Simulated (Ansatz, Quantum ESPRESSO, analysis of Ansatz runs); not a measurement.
# A hop of Na in Na2WO4 (Fd-3m), charge −1 (Quantum ESPRESSO), part 2 of 3

How high is the barrier when Na changes place in Na2WO4 (Fd-3m)? The case: V_Na hop (3.2 Å), charge −1, in a cell of 56 host atoms with 1 Na taken out.

Quantum ESPRESSO 7.5; Quantum ESPRESSO plane-wave DFT, PBEsol, GBRV 1.5 PBEsol potentials; nudged elastic band between two relaxed defect structures at fixed charge in a uniform background.

So far: Starting point; Relaxation of the start point, charge −1.

**3. Relaxation of the end point, charge −1**

Level of this step: Quantum ESPRESSO plane-wave DFT, PBEsol, GBRV 1.5 PBEsol potentials; relaxation of all atoms of a defect supercell at fixed charge in a uniform background (Quantum ESPRESSO).

The end point is relaxed in the same cell and settings, so that the two energies compare. It starts from Ansatz's end point.

Contents of pw.in:

```
&CONTROL
  calculation = 'relax'
  prefix = 'pwscf'
  outdir = './tmp'
  pseudo_dir = './pseudo'
  tprnfor = .true.
  disk_io = 'low'
  nstep = 70
  forc_conv_thr = 0.00078
  etot_conv_thr = 0.0001
/
&SYSTEM
  ibrav = 0
  nat = 55
  ntyp = 3
  ecutwfc = 40
  ecutrho = 324
  nbnd = 224
  occupations = 'fixed'
  tot_charge = -1
  nosym = .true.
/
&ELECTRONS
  conv_thr = 6d-08
  electron_maxstep = 100
  mixing_beta = 0.5
/
&IONS
  ion_dynamics = 'bfgs'
/
ATOMIC_SPECIES
Na    22.9898 na_pbesol_v1.5.uspp.F.UPF
W    183.8400 w_pbesol_v1.2.uspp.F.UPF
O     15.9990 o_pbesol_v1.2.uspp.F.UPF
CELL_PARAMETERS angstrom
   9.1091060956    0.0000000000    0.0000000000
   0.0000000000    9.1091060956    0.0000000000
   0.0000000000    0.0000000000    9.1091060956
ATOMIC_POSITIONS crystal
Na    -0.1138503801    0.3691944602    0.6145677203
Na     0.1257750601    0.8747731404    0.8749593004
[... 5 atom lines left out ...]
Na     0.8861390104    0.6143669303    0.3693874802
[... 4 atom lines left out ...]
Na     0.1313337501    0.6143848703    0.6145677503
[... 2 atom lines left out ...]
W      0.2534182901    0.2470821201    0.7584081104
[... 1 atom line left out ...]
W      0.7422773604    0.2470864501    0.2472769301
[... 1 atom line left out ...]
W     -0.0018823400   -0.0086926700    0.5026452902
[... 6 atom lines left out ...]
O      0.8639485204    0.6365011603    0.6367017703
O      0.1393389401    0.3611431702    0.6508380403
[... 4 atom lines left out ...]
O      0.1393319901    0.6506790303    0.3613258402
[... 4 atom lines left out ...]
O      0.8498271104    0.3611473602    0.3613475302
[... 3 atom lines left out ...]
O      0.8864264604    0.1090219401    0.6143382003
[... 5 atom lines left out ...]
O      0.1122092101    0.0988619400    0.3885809302
[... 6 atom lines left out ...]
O      0.8838318804    0.8795683704    0.3881859402
K_POINTS crystal
1
0.25 0.25 0.25 1.0
```

The run is started by

```sh
$ OMP_NUM_THREADS=1 mpirun -n 16 pw.x -in pw.in > pw.out
```

The program printed:

```text
[shortened: banners, details of potentials and solvers, and blank lines are left out]
[banner, memory and clock lines left out]
     one sub-group per band group will be used
     bravais-lattice index     =            0
     lattice parameter (alat)  =      17.2137  a.u.
     unit-cell volume          =    5100.6307 (a.u.)^3
     number of atoms/cell      =           55
     number of atomic types    =            3
     number of electrons       =       440.00
     number of Kohn-Sham states=          224
     kinetic-energy cutoff     =      40.0000  Ry
     charge density cutoff     =     324.0000  Ry
     scf convergence threshold =      6.0E-08
     mixing beta               =       0.5000
     number of iterations used =            8  plain     mixing
     energy convergence thresh.=      1.0E-04
     force convergence thresh. =      7.8E-04
     Exchange-correlation= SLA  PW   PSX  PSC
                           (   1   4  10   8   0   0   0)
     nstep                     =           70
     crystal axes: (cart. coord. in units of alat)
               a(1) = (   1.000000   0.000000   0.000000 )
               a(2) = (   0.000000   1.000000   0.000000 )
               a(3) = (   0.000000   0.000000   1.000000 )
     PseudoPot. # 1 for Na read from file:
     na_pbesol_v1.5.uspp.F.UPF
     Pseudo is Ultrasoft, Zval =  9.0
[...]
PseudoPot. # 2 for W  read from file:
     w_pbesol_v1.2.uspp.F.UPF
     Pseudo is Ultrasoft + core correction, Zval = 14.0
[...]
PseudoPot. # 3 for O  read from file:
     o_pbesol_v1.2.uspp.F.UPF
     Pseudo is Ultrasoft + core correction, Zval =  6.0
[...]
atomic species   valence    mass     pseudopotential
     Na                9.00    22.98980     Na( 1.00)
     W                14.00   183.84000     W ( 1.00)
     O                 6.00    15.99900     O ( 1.00)
     No symmetry found
     site n.     atom                  positions (alat units)
         1        Na     tau(   1) = (  -0.1138504   0.3691945   0.6145677  )
         2        Na     tau(   2) = (   0.1257751   0.8747731   0.8749593  )
         3        Na     tau(   3) = (   0.6257675   0.3747622   0.8749520  )
         4        Na     tau(   4) = (   0.6257680   0.8747666   0.3749447  )
         5        Na     tau(   5) = (   0.3653945   0.1351705   0.3805213  )
         6        Na     tau(   6) = (   0.3742678   0.6232739   0.8749534  )
         7        Na     tau(   7) = (   0.8772690   0.1262518   0.8749511  )
         8        Na     tau(   8) = (   0.8861390   0.6143669   0.3693875  )
[...]
number of k points=     1
                       cart. coord. in units 2pi/alat
        k(    1) = (   0.2500000   0.2500000   0.2500000), wk =   2.0000000
     Dense  grid:   502479 G-vectors     FFT dimensions: ( 100, 100, 100)
     Smooth grid:   173981 G-vectors     FFT dimensions: (  72,  72,  72)
     Check: negative core charge=   -0.000002
     starting charge     438.1010, renormalised to     440.0000
     Self-consistent Calculation
     iteration #  1     ecut=    40.00 Ry     beta= 0.50
     total energy              =   -3725.79216177 Ry
     estimated scf accuracy    <      20.19379152 Ry
     iteration #  2     ecut=    40.00 Ry     beta= 0.50
     total energy              =   -3729.27400080 Ry
     estimated scf accuracy    <      30.49791311 Ry
     iteration #  3     ecut=    40.00 Ry     beta= 0.50
     total energy              =   -3734.44145086 Ry
     estimated scf accuracy    <       0.23892312 Ry
[...]
c_bands:  2 eigenvalues not converged
[...]
estimated scf accuracy    <       0.00000038 Ry
     iteration # 14     ecut=    40.00 Ry     beta= 0.50
     total energy              =   -3734.52151594 Ry
     estimated scf accuracy    <       0.00000011 Ry
     iteration # 15     ecut=    40.00 Ry     beta= 0.50
     total energy              =   -3734.52151592 Ry
     estimated scf accuracy    <       0.00000017 Ry
     iteration # 16     ecut=    40.00 Ry     beta= 0.50
     End of self-consistent calculation
          k = 0.2500 0.2500 0.2500 ( 21794 PWs)   bands (ev):
   -68.9093 -68.9092 -68.7754 -68.7753 -68.7751 -68.7750 -68.7749 -68.7748
   -44.1013 -44.1002 -44.1000 -44.0977 -44.0975 -44.0963 -43.9636 -43.9636
   -43.9590 -43.9589 -43.9584 -43.9581 -43.9533 -43.9532 -43.9524 -33.3890
   -33.3890 -33.3881 -33.3880 -33.3863 -33.3799 -33.2801 -33.2797 -33.2796
   -33.2794 -33.2788 -33.2784 -33.2602 -33.2583 -33.2583 -33.2552 -33.2548
   -33.2530 -33.2455 -33.2447 -33.2444 -33.2397 -33.2389 -33.2387 -16.3208
   -16.3000 -16.2997 -16.2631 -16.2615 -16.2360 -16.2327 -16.2283 -16.2190
   -16.2187 -16.2155 -16.2099 -16.1966 -16.1949 -16.1923 -16.1909 -16.1833
[...]
highest occupied, lowest unoccupied level (ev):     4.0576    9.3031
!    total energy              =   -3734.52151591 Ry
     estimated scf accuracy    <       0.00000002 Ry
     The total energy is the sum of the following terms:
     one-electron contribution =   -1937.76229819 Ry
     hartree contribution      =    1133.59069065 Ry
     xc contribution           =    -770.81245526 Ry
     ewald contribution        =   -2159.53745311 Ry
     convergence has been achieved in  16 iterations
     Forces acting on atoms (cartesian axes, Ry/au):
     atom    1 type  1   force =    -0.00013535    0.00022837    0.00012614
     atom    2 type  1   force =    -0.00000726   -0.00000490   -0.00000368
     atom    3 type  1   force =     0.00000153    0.00000408   -0.00000059
     atom    4 type  1   force =    -0.00000086    0.00000007    0.00000752
     atom    5 type  1   force =     0.00012976   -0.00013440   -0.00022490
     atom    6 type  1   force =     0.00003905    0.00003964    0.00000215
     atom    7 type  1   force =    -0.00004463   -0.00003290    0.00000200
     atom    8 type  1   force =    -0.00012797    0.00013045    0.00022932
[...]
Total force =     0.074115     Total SCF correction =     0.000408
     BFGS Geometry Optimization
     Energy error            =      5.5E-03 Ry
     Gradient error          =      8.5E-03 Ry/Bohr
     number of scf cycles    =   1
     number of bfgs steps    =   0
     energy             new  =   -3734.5215159146 Ry
     new trust radius        =       0.0146372022 bohr
     new conv_thr            =       0.0000000600 Ry
ATOMIC_POSITIONS (crystal)
Na              -0.1138582431        0.3692077267        0.6145750483
Na               0.1257746385        0.8747728557        0.8749590865
[...]
total energy              =   -3734.52397329 Ry
     estimated scf accuracy    <       0.00007411 Ry
[...]
estimated scf accuracy    <       0.00000170 Ry
     iteration #  7     ecut=    40.00 Ry     beta= 0.50
     total energy              =   -3734.52398037 Ry
     estimated scf accuracy    <       0.00000021 Ry
     iteration #  8     ecut=    40.00 Ry     beta= 0.50
     total energy              =   -3734.52398046 Ry
     estimated scf accuracy    <       0.00000026 Ry
     iteration #  9     ecut=    40.00 Ry     beta= 0.50
[...]
k = 0.2500 0.2500 0.2500 ( 21794 PWs)   bands (ev):
   -68.9695 -68.9694 -68.8299 -68.8297 -68.8295 -68.8295 -68.8294 -68.8294
   -44.0798 -44.0787 -44.0785 -44.0762 -44.0760 -44.0748 -43.9341 -43.9340
   -43.9319 -43.9315 -43.9308 -43.9289 -43.9287 -43.9285 -43.9281 -33.4274
   -33.4274 -33.4265 -33.4265 -33.4237 -33.4173 -33.3067 -33.3063 -33.3062
   -33.3060 -33.3054 -33.3050 -33.2940 -33.2922 -33.2922 -33.2891 -33.2887
   -33.2870 -33.2804 -33.2796 -33.2792 -33.2747 -33.2739 -33.2737 -16.3001
   -16.2792 -16.2787 -16.2421 -16.2406 -16.2147 -16.2130 -16.2084 -16.1991
   -16.1986 -16.1942 -16.1895 -16.1757 -16.1738 -16.1719 -16.1704 -16.1628
[...]
highest occupied, lowest unoccupied level (ev):     4.0632    9.2230
!    total energy              =   -3734.52398044 Ry
     estimated scf accuracy    <       0.00000005 Ry
[...]
convergence has been achieved in   9 iterations
     Forces acting on atoms (cartesian axes, Ry/au):
     atom    1 type  1   force =    -0.00014193    0.00026944    0.00013230
     atom    2 type  1   force =    -0.00000738   -0.00000428   -0.00000330
     atom    3 type  1   force =     0.00000377    0.00000393   -0.00000113
     atom    4 type  1   force =     0.00000126   -0.00000014    0.00000653
     atom    5 type  1   force =     0.00013385   -0.00013819   -0.00026869
     atom    6 type  1   force =    -0.00001314   -0.00001214    0.00000067
     atom    7 type  1   force =     0.00000764    0.00002002    0.00000201
     atom    8 type  1   force =    -0.00013321    0.00013640    0.00026999
[...]
Total force =     0.014655     Total SCF correction =     0.000605
[...]
number of scf cycles    =   2
     number of bfgs steps    =   1
     energy             old  =   -3734.5215159146 Ry
     energy             new  =   -3734.5239804356 Ry
     CASE: energy            _new < energy            _old
     new trust radius        =       0.0039933192 bohr
[...]
ATOMIC_POSITIONS (crystal)
Na              -0.1138659663        0.3692223466        0.6145822474
Na               0.1257742365        0.8747726216        0.8749589063
Na               0.6257677709        0.3747626420        0.8749519352
Na               0.6257679756        0.8747665775        0.3749454639
Na               0.3654093549        0.1351551392        0.3804936804
Na               0.3742694183        0.6232755771        0.8749535440
Na               0.8772667181        0.1262508532        0.8749512959
Na               0.8861243264        0.6143819313        0.3694154525
[...]
Self-consistent Calculation
[...]
k = 0.2500 0.2500 0.2500 ( 21794 PWs)   bands (ev):
[...]
highest occupied, lowest unoccupied level (ev):     4.0582    9.2309
!    total energy              =   -3734.52400089 Ry
[...]
convergence has been achieved in   9 iterations
     Forces acting on atoms (cartesian axes, Ry/au):
[...]
Total force =     0.012847     Total SCF correction =     0.000131
[...]
number of scf cycles    =   3
     number of bfgs steps    =   2
     energy             old  =   -3734.5239804356 Ry
     energy             new  =   -3734.5240008899 Ry
     CASE: energy            _new < energy            _old
     new trust radius        =       0.0018667258 bohr
[...]
ATOMIC_POSITIONS (crystal)
[...]
Self-consistent Calculation
     iteration #  1     ecut=    40.00 Ry     beta= 0.50
     total energy              =   -3734.52403514 Ry
     estimated scf accuracy    <       0.00001974 Ry
     iteration #  2     ecut=    40.00 Ry     beta= 0.50
     total energy              =   -3734.52403814 Ry
     estimated scf accuracy    <       0.00001510 Ry
     iteration #  3     ecut=    40.00 Ry     beta= 0.50
     total energy              =   -3734.52404088 Ry
     estimated scf accuracy    <       0.00000062 Ry
[...]
estimated scf accuracy    <       0.00000002 Ry
     iteration #  8     ecut=    40.00 Ry     beta= 0.50
     total energy              =   -3734.52404111 Ry
     estimated scf accuracy    <          5.4E-09 Ry
     iteration #  9     ecut=    40.00 Ry     beta= 0.50
     total energy              =   -3734.52404111 Ry
     estimated scf accuracy    <          1.8E-09 Ry
     iteration # 10     ecut=    40.00 Ry     beta= 0.50
     End of self-consistent calculation
          k = 0.2500 0.2500 0.2500 ( 21794 PWs)   bands (ev):
   -68.9627 -68.9626 -68.8264 -68.8262 -68.8260 -68.8260 -68.8259 -68.8258
   -44.0782 -44.0770 -44.0769 -44.0745 -44.0744 -44.0732 -43.9392 -43.9391
   -43.9345 -43.9345 -43.9341 -43.9337 -43.9308 -43.9306 -43.9299 -33.4220
   -33.4220 -33.4211 -33.4211 -33.4185 -33.4121 -33.3085 -33.3081 -33.3079
   -33.3077 -33.3071 -33.3067 -33.2910 -33.2892 -33.2892 -33.2861 -33.2857
   -33.2839 -33.2770 -33.2762 -33.2758 -33.2712 -33.2704 -33.2702 -16.2988
   -16.2777 -16.2774 -16.2407 -16.2391 -16.2132 -16.2115 -16.2069 -16.1975
   -16.1972 -16.1936 -16.1881 -16.1746 -16.1728 -16.1704 -16.1690 -16.1614
[...]
highest occupied, lowest unoccupied level (ev):     4.0606    9.2306
!    total energy              =   -3734.52404111 Ry
     estimated scf accuracy    <          1.8E-10 Ry
     The total energy is the sum of the following terms:
     one-electron contribution =   -1931.57860839 Ry
     hartree contribution      =    1130.43165963 Ry
     xc contribution           =    -770.59203927 Ry
     ewald contribution        =   -2162.78505308 Ry
     convergence has been achieved in  10 iterations
     Forces acting on atoms (cartesian axes, Ry/au):
     atom    1 type  1   force =    -0.00017927    0.00024624    0.00017154
     atom    2 type  1   force =    -0.00000695   -0.00000396   -0.00000310
     atom    3 type  1   force =     0.00000315    0.00000374   -0.00000080
     atom    4 type  1   force =     0.00000107   -0.00000023    0.00000598
     atom    5 type  1   force =     0.00017211   -0.00017693   -0.00024493
     atom    6 type  1   force =     0.00002130    0.00002401    0.00000025
     atom    7 type  1   force =    -0.00002636   -0.00001696    0.00000238
     atom    8 type  1   force =    -0.00017156    0.00017536    0.00024652
[...]
Total force =     0.001758     Total SCF correction =     0.000039
     Energy error            =      4.0E-05 Ry
     Gradient error          =      5.2E-04 Ry/Bohr
     bfgs converged in   4 scf cycles and   3 bfgs steps
     (criteria: energy <  1.0E-04 Ry, force <  7.8E-04 Ry/Bohr)
     End of BFGS Geometry Optimization
     Final energy             =   -3734.5240411066 Ry
Begin final coordinates
ATOMIC_POSITIONS (crystal)
Na              -0.1138756231        0.3692323020        0.6145916291
Na               0.1257739757        0.8747724641        0.8749587862
Na               0.6257678973        0.3747627813        0.8749519018
Na               0.6257680179        0.8747665630        0.3749456884
Na               0.3654187200        0.1351455562        0.3804837839
Na               0.3742714040        0.6232776642        0.8749535334
Na               0.8772645307        0.1262490394        0.8749514079
Na               0.8861149691        0.6143914552        0.3694254166
[...]
End final coordinates
```

Run time: 4.3 min. Hardware: 16 MPI ranks of Arm Neoverse N1, shared host; peak memory 4.9 GiB; 69 min of CPU time.

The steps of the relaxation:

```
step  energy less that of the first step (eV)
   0                                   0.0000
   1                                  -0.0335
   2                                  -0.0338
   3                                  -0.0344
```

Neighbours of Na1 at the end:

```
atom  distance (Å)
 O28         2.327
 O38         2.327
 O42         2.367
 O46         2.417
 O54         2.418
 O27         2.447
 Na8         3.158
Na13         3.158
```

This step gave:

```yaml
highest_filled_level: 4.061 eV
lowest_empty_level: 9.231 eV
r_m_s_move_of_the_farther_half_of_the_atoms: 0.05295 Å
largest_move_from_the_ideal_geometry_of_this_structure_a_common_shift_of_the_far_atoms_taken_out: 0.1575 Å
```

The relaxation gained 0.034 eV and ended with a largest force component of 0.013 eV/Å. The end lies within 1 meV of the start.

(Part 2 of 3 ends here.)

[Logs are printed without paths, hosts, clocks, repeated set-up lines and the standing remarks that a program may print on its own settings, such as how far it seeks lower states.]

[Hosts, paths, dates, database ids (printed as entryN), source tags and the programs' standing remarks are cut or masked in the printed files.]
